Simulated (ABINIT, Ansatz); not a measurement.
# Quasiparticle gap of Li3OCl (Pm-3m) in ABINIT, part 3 of 3

Wanted: ground state, empty states, screening and self-energy for Li3OCl (Pm-3m).

ABINIT 10.8.3; PBEsol and many-body steps on it, plane waves. Known limits of the many-body steps: not at the basis limit; coarse k mesh.

So far. Step 4 (Empty states on the mesh, 4×4×4 mesh, 55 bands): On this mesh the gap is 4.610 eV. Step 5 (Screening, 4×4×4 mesh, 51 bands, screening to 98 eV): Local fields lower ε∞ by 11 %. On a Γ-centred mesh this coarse the value itself is usually too large, while a short band sum pulls it down.

## 6. Self-energy, 4×4×4 mesh, 51 bands, screening to 98 eV

The self-energy is evaluated for the states that the input lists, and the levels follow from it, in one-shot runs by the linearised quasiparticle equation.

This step: G0W0 on PBEsol, plane waves, norm-conserving pseudopotentials.

File run.abi:

```
acell 3*1.0 Angstrom
rprim 
  3.908337000000 0.000000000000 0.000000000000
  0.000000000000 3.908337000000 0.000000000000
  0.000000000000 0.000000000000 3.908337000000
ntypat 3
znucl 3 17 8
natom 5
typat 1 1 1 2 3
xred 
  0.000000000000 0.500000000000 0.500000000000
  0.500000000000 0.000000000000 0.500000000000
  0.500000000000 0.500000000000 0.000000000000
  0.000000000000 0.000000000000 0.000000000000
  0.500000000000 0.500000000000 0.500000000000
pp_dirpath "pseudos"
pseudos "Li.upf, Cl.upf, O.upf"
ecut 36
ngkpt 4 4 4
nshiftk 1
shiftk 0 0 0
kptopt 1
chksymbreak 0
istwfk *1
occopt 1
irdwfk 1
optdriver 4
nband 51
gwcalctyp 0
ecutsigx 36
symsigma 1
nkptgw 2
kptgw 
  0.5000000000 0.5000000000 0.0000000000
  0.0000000000 0.0000000000 0.0000000000
bdgw 
  10 13
  9 14
ecuteps 3.6
irdscr 1
ppmodel 1
indata_prefix "in"
outdata_prefix "out"
tmpdata_prefix "tmp"
```

Launch:

```console
$ OMP_NUM_THREADS=1 mpirun -n 4 abinit run.abi > log
```

Numbers of over 12 decimals in the logs are rounded to 6 here.

Output:

```text
.Version 10.8.3 of ABINIT. v10.8.2 released Aug 2026.

 Symmetries : space group Pm -3 m (#221); Bravais cP (primitive cubic)
[... echo of the input left out ...]
== DATASET  1 ==================================================================
-   mpi_nproc: 4, omp_nthreads: 1 (-1 if OMP is not activated)

--- !DatasetInfo
iteration_state: {dtset: 1, }
dimensions: {natom: 5, nkpt: 10, mband: 51, nsppol: 1, nspinor: 1, nspden: 1, mpw: 4224, }
cutoff_energies: {ecut:  36.0, pawecutdg:  -1.0, }
electrons: {nelect:   2.20000000E+01, charge:   0.00000000E+00, occopt:   1.00000000E+00, tsmear:   1.00000000E-02, }

 SIGMA: Calculation of the GW corrections

 Based on a program developped by R.W. Godby, V. Olevano, G. Onida, and L. Reining.
 Incorporated in ABINIT by V. Olevano, G.-M. Rignanese, and M. Torrent.
.Using double precision arithmetic ; gwpc =  8

[... cell and pseudopotentials left out ...]
--------------------------------------------------------------------------------

 ==== K-mesh for the wavefunctions ====
 Number of points in the irreducible wedge :    10
[... list of points left out ...]
 Together with 48 symmetry operations and time-reversal symmetry
 yields    64 points in the full Brillouin Zone.

 ==== Q-mesh for screening function ====
 Number of points in the irreducible wedge :    10
[... list of points left out ...]
 Together with 48 symmetry operations and time-reversal symmetry
 yields    64 points in the full Brillouin Zone.

 vcoul_init : cutoff-mode = AUXILIARY_FUNCTION
 q-points for optical limit:   1
     1)      0.000010    0.000020    0.000030
 setmesh: FFT mesh size selected  =    40x   40x   40
          total number of points  =        64000

 Number of electrons calculated from density =   22.0000; Expected =   22.0000
 average of density, n =  0.054607
 r_s =    1.6351
 omega_plasma =   22.5414 [eV]

 === KS Band Gaps ===
  >>>> For spin  1
   Minimum direct gap =   4.7122 [eV], located at k-point      :   0.5000  0.5000  0.0000
   Fundamental gap    =   4.6105 [eV], Top of valence bands at :   0.5000  0.5000  0.0000
                                       Bottom of conduction at :   0.0000  0.0000  0.0000
 SIGMA fundamental parameters:
 PLASMON POLE MODEL  1
 number of plane-waves for SigmaX                 4139
 number of plane-waves for SigmaC and W            123
 number of plane-waves for wavefunctions          4139
 number of bands                                    51
 number of independent spin polarizations            1
 number of spinorial components                      1
 number of k-points in IBZ                          10
 number of q-points in IBZ                          10
 number of symmetry operations                      48
 number of k-points in BZ                           64
 number of q-points in BZ                           64
 number of frequencies for dSigma/dE                 9
 frequency step for dSigma/dE [eV]                0.25
 number of omega for Sigma on real axis              0
 max omega for Sigma on real axis  [eV]           0.00
 zcut for avoiding poles [eV]                     0.10

 EPSILON^-1 parameters (SCR file):
 dimension of the eps^-1 matrix on file            123
 dimension of the eps^-1 matrix used               123
 number of plane-waves for wavefunctions          4139
 number of bands                                    51
 number of q-points in IBZ                          10
 number of frequencies                               2
 number of real frequencies                          1
 number of imag frequencies                          1

 matrix elements of self-energy operator (all in [eV])

 Perturbative Calculation

--- !SelfEnergy_ee
iteration_state: {dtset: 1, }
kpoint     : [   0.500,    0.500,    0.000, ]
spin       : 1
KS_gap     :    4.712
QP_gap     :    6.887
Delta_QP_KS:    2.175
data: !SigmaeeData |
     Band     E0 <VxcDFT>   SigX SigC(E0)      Z dSigC/dE  Sig(E)    E-E0       E
       10   1.281 -18.122 -23.553   4.169   0.783  -0.278 -19.110  -0.988   0.293
       11   1.281 -18.122 -23.553   4.169   0.783  -0.278 -19.110  -0.988   0.293
       12   5.994  -8.285  -3.738  -3.152   0.851  -0.176  -7.098   1.187   7.180
       13   7.931  -9.949  -5.125  -3.153   0.844  -0.184  -8.537   1.412   9.342

--- !SelfEnergy_ee
iteration_state: {dtset: 1, }
kpoint     : [   0.000,    0.000,    0.000, ]
spin       : 1
KS_gap     :    5.114
QP_gap     :    7.304
Delta_QP_KS:    2.190
data: !SigmaeeData |
     Band     E0 <VxcDFT>   SigX SigC(E0)      Z dSigC/dE  Sig(E)    E-E0       E
        9   0.778 -17.306 -22.721   4.055   0.783  -0.277 -18.371  -1.066  -0.288
       10   0.778 -17.306 -22.721   4.055   0.783  -0.277 -18.371  -1.066  -0.288
       11   0.778 -17.306 -22.721   4.055   0.783  -0.277 -18.371  -1.066  -0.288
       12   5.892  -9.939  -5.408  -3.197   0.843  -0.186  -8.815   1.124   7.016
       13   8.154  -8.619  -3.889  -3.209   0.847  -0.180  -7.331   1.289   9.442
       14   8.154  -8.619  -3.889  -3.209   0.847  -0.180  -7.331   1.289   9.442

== END DATASET(S) ==============================================================
================================================================================

 -outvars: echo values of variables after computation  --------
           etotal      0.0000000000E+00
            nband          51
             nkpt          10
          spgroup         221
 [... the other variables as echoed above ...]

 Calculation completed.
```

The job ended after 7 s (4 MPI ranks of Arm Neoverse N1, shared host; peak memory 0.64 GiB; 28 s of CPU time).

This step gave:

- G0W0 gap on the points computed: 6.723 eV
- starting gap on the mesh: 4.610 eV
- k of the valence top: 0.5, 0.5, 0
- k of the conduction bottom: 0, 0, 0
- Z at the valence top: 0.783
- Z at the conduction bottom: 0.843
- least direct G0W0 gap on the computed points: 6.887 eV

The gap on the mesh goes from 4.61 eV to 6.72 eV, a correction of +2.11 eV.

Limits: finite bands, cutoff and mesh; coarse k mesh. v1 is the top filled band, c1 the lowest empty one. Levels before and after the correction, in eV, zero at the valence-band top of each column:

```csv
,conduction bottom,valence top
Kohn-Sham,4.61,0.00
G0W0,6.72,0.00
```

```csv
,level,energy (eV)
Kohn-Sham,(0.5 0.5 0) v2-v1,0.000
Kohn-Sham,(0.5 0.5 0) c1,4.712
Kohn-Sham,(0.5 0.5 0) c2,6.649
Kohn-Sham,Γ v3-v1,-0.503
Kohn-Sham,Γ c1,4.610
Kohn-Sham,Γ c2-c3,6.872
G0W0,(0.5 0.5 0) v2-v1,0.000
G0W0,(0.5 0.5 0) c1,6.887
G0W0,(0.5 0.5 0) c2,9.049
G0W0,Γ v3-v1,-0.581
G0W0,Γ c1,6.723
G0W0,Γ c2-c3,9.149
```

## 7. Where the time went

Times are wall times on 4 MPI ranks of Arm Neoverse N1, shared host, good to a factor of about two.

```csv
step,time,share,memory (GiB)
ground state,22 s,22 %,0.31
bands along the symmetry lines,27 s,26 %,0.32
empty states on the mesh,25 s,24 %,0.3
screening,21 s,21 %,0.65
self-energy,7 s,7 %,0.64
```

## 8. Results

* PBEsol gap: 4.61 eV, indirect
* G0W0 gap on the mesh: 6.72 eV
* GW settings: 4×4×4 mesh, 51 bands, screening to 98 eV, Godby-Needs plasmon pole
* known limits: not at the basis limit; coarse k mesh

What this shows: G0W0 moves the gap on the mesh from 4.61 eV to 6.72 eV (+2.11 eV), with Z of 0.78 and 0.84 at the edges. Local fields lower the RPA ε∞ on this mesh from 3.39 to 3.02; a Γ-centred mesh this coarse tends to raise both, most where the direct gap is narrow, while a short band sum lowers them. Only 2 of the mesh's irreducible points were corrected, so a valley elsewhere could overtake. Bands and cutoff are finite, so the gap is not at the basis limit. The miss can reach some tenths of an eV and take either sign; the mesh is an error of its own. In the G0W0 run levels were corrected at 2 k points alone, so a gap called «on the mesh» is the least over those, and an edge elsewhere would be missed. The 4×4×4 mesh is coarse for this cell, which bears on the long-range parts of exchange and screening.

[Paths, hosts, dates, memory and timing lines, banners, echoed tables and standing remarks are left out of the program output.]

[Logs are printed without paths, hosts, clocks, repeated set-up lines and the standing remarks that a program may print on its own settings, such as how far it seeks lower states.]

[Runs of the session that timed out or met a known fault of the program may be left out.]

[No measured gap is set beside runs whose start may be inverted or whose files or cutoffs have a known fault.]

[Hosts, paths, dates, database ids (printed as entryN), source tags and the programs' standing remarks are cut or masked in the printed files.]

[G0W0 gaps are taken among the corrected bands and points alone; a level outside them can change the order at an edge.]

[Where Ansatz stands beside ABINIT at settings called matched, ABINIT's density can come from a denser mesh and the files from another edition; pairs whose starting gaps differed by over 0.03 eV were left out, so agreement reads better than it is.]
